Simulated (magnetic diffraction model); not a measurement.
## Which magnetic order? ScVFeS4

Space group Imma (no. 74), a = 7.1920 Å, b = 7.4850 Å, c = 10.3180 Å.

| site | atom | x | y | z |
| --- | --- | --- | --- | --- |
| 4e | Fe | 0 | 1/4 | 0.3729 |
| 4d | V | 1/4 | 3/4 | 1/4 |
| 4a | Sc | 0 | 0 | 0 |
| 8i | S | 0.2597 | 3/4 | 0.4861 |
| 8h | S | 0 | 0.9778 | 0.2481 |

This is a made-up structure (elements placed in a structure type, unrelaxed), so the numbers test the method and describe no known phase.

Only Fe and V are taken to order (form factors of Fe3+ and V2+); orders and moment sizes are assumed, and not adapted to the symmetry. Radiation: neutrons of λ = 2.36 Å, 8° to 50°; isotropic B of 0.56 Å² (Fe), 0.65 Å² (V), 0.64 Å² (Sc) and 0.81 Å² (S). Simulated constant-wavelength pattern: nuclear and magnetic terms add, the magnetic one as |2.695 fm × Σ f S⊥ exp(2πi Q·r) exp(−B s²)|², summed over all Q at one angle with the factor 1/(sin²θ cos θ). For collinear order S is the moment m, which repeats by lattice and centring translations R with the sign exp(−2πi k·R). Free-ion form factors, Sears's scattering lengths of 1992, no absorption; a label names one of the reflections at its angle. The strongest nuclear line in the range is 100, and lines under 0.2 are left out.

Above the ordering temperature:

```csv
2θ (°),index,I
22.46,(0 1 1),17.7
23.07,(1 0 1),18.2
26.44,(0 0 2),28.4
36.76,(0 2 0),0.9
37.64,(1 1 2),34.8
38.31,(2 0 0),45.4
43.85,(1 2 1),100.0
44.37,(0 1 3),4.1
44.70,(1 0 3),52.3
44.86,(2 1 1),10.3
```

Below it (cell unchanged):

| 2θ (°) | I |
| --- | --- |
| 11.18 | 100.0 |
| 21.76 | 2.7 |
| 22.00 | 7.9 |
| 22.46 | 17.7 |
| 23.07 | 18.2 |
| 26.44 | 28.4 |
| 28.16 | 19.6 |
| 28.97 | 14.8 |
| 33.97 | 3.4 |
| 34.13 | 3.1 |
| 34.50 | 0.3 |
| 36.76 | 0.9 |
| 37.64 | 34.8 |
| 38.31 | 45.4 |
| 39.15 | 10.1 |
| 39.62 | 4.0 |
| 40.03 | 17.0 |
| 43.56 | 1.0 |
| 43.85 | 100.0 |
| 44.37 | 4.1 |
| 44.49 | 4.0 |
| 44.70 | 52.3 |
| 44.86 | 10.3 |
| 46.94 | 5.6 |
| 47.87 | 4.3 |
| 48.22 | 10.4 |

**Question.** Check that the new lines index with k = (0 1/2 1/2), then choose among these models:
A. collinear moments along [001], 4.19 μB on Fe and 2.51 μB on V; signs + at (0, 1/4, 0.3729), + at (0, 3/4, 0.6271), − at (1/4, 3/4, 1/4), − at (3/4, 3/4, 1/4)
B. collinear moments along [010], 4.19 μB on Fe and 2.51 μB on V; signs + at (0, 1/4, 0.3729), + at (0, 3/4, 0.6271), − at (1/4, 3/4, 1/4), − at (3/4, 3/4, 1/4)
C. collinear moments along [010], 4.19 μB on Fe and 2.51 μB on V; signs + at (0, 1/4, 0.3729), − at (0, 3/4, 0.6271), − at (1/4, 3/4, 1/4), − at (3/4, 3/4, 1/4)
D. collinear moments along [001], 4.19 μB on Fe and 2.51 μB on V; signs + at (0, 1/4, 0.3729), − at (0, 3/4, 0.6271), − at (1/4, 3/4, 1/4), − at (3/4, 3/4, 1/4)

The new lines index as (0 1/2 1/2) at 11.18°, (0 1/2 -3/2) at 21.76°, (1 1/2 -1/2) at 22.00° and (0 3/2 -1/2) at 28.16°, that is as H ± k with k = (0 1/2 1/2), one of 2 inequivalent arms of its star (k and −k counted as one), which a powder can't tell apart. Half indices mean that the moments reverse under translations with k·R a half-integer, and the magnetic cell has twice the primitive volume.

Magnetic intensity, observed (below minus above) and for each model:

| 2θ (°) | index | observed | A | B | C | D |
| --- | --- | --- | --- | --- | --- | --- |
| 11.18 | (0 1/2 1/2) | 100.0 | 3.9 | 2.0 | 52.6 | 100.0 |
| 21.76 | (0 1/2 -3/2) | 2.7 | 12.1 | 57.5 | 12.7 | 2.7 |
| 22.00 | (1 1/2 -1/2) | 7.9 | 47.8 | 43.5 | 7.2 | 7.9 |
| 28.16 | (0 3/2 -1/2) | 19.6 | 0.6 | <0.2 | 1.1 | 19.6 |
| 28.97 | (1 1/2 3/2) | 14.8 | 2.8 | 4.8 | 25.1 | 14.8 |
| 33.97 | (0 3/2 3/2) | 3.4 | 16.1 | 8.4 | 1.8 | 3.4 |
| 34.13 | (1 3/2 1/2) | 3.1 | 18.8 | 6.8 | 1.1 | 3.1 |
| 39.62 | (1 1/2 -5/2) | 4.0 | 0.6 | 1.9 | 13.1 | 4.0 |

Model D matches.

The structure used: k = (0 1/2 1/2), collinear moments along [001], 4.19 μB on Fe and 2.51 μB on V; signs + at (0, 1/4, 0.3729), − at (0, 3/4, 0.6271), − at (1/4, 3/4, 1/4), − at (3/4, 3/4, 1/4).

[Logs are printed without paths, hosts, clocks, repeated set-up lines and the standing remarks that a program may print on its own settings, such as how far it seeks lower states.]
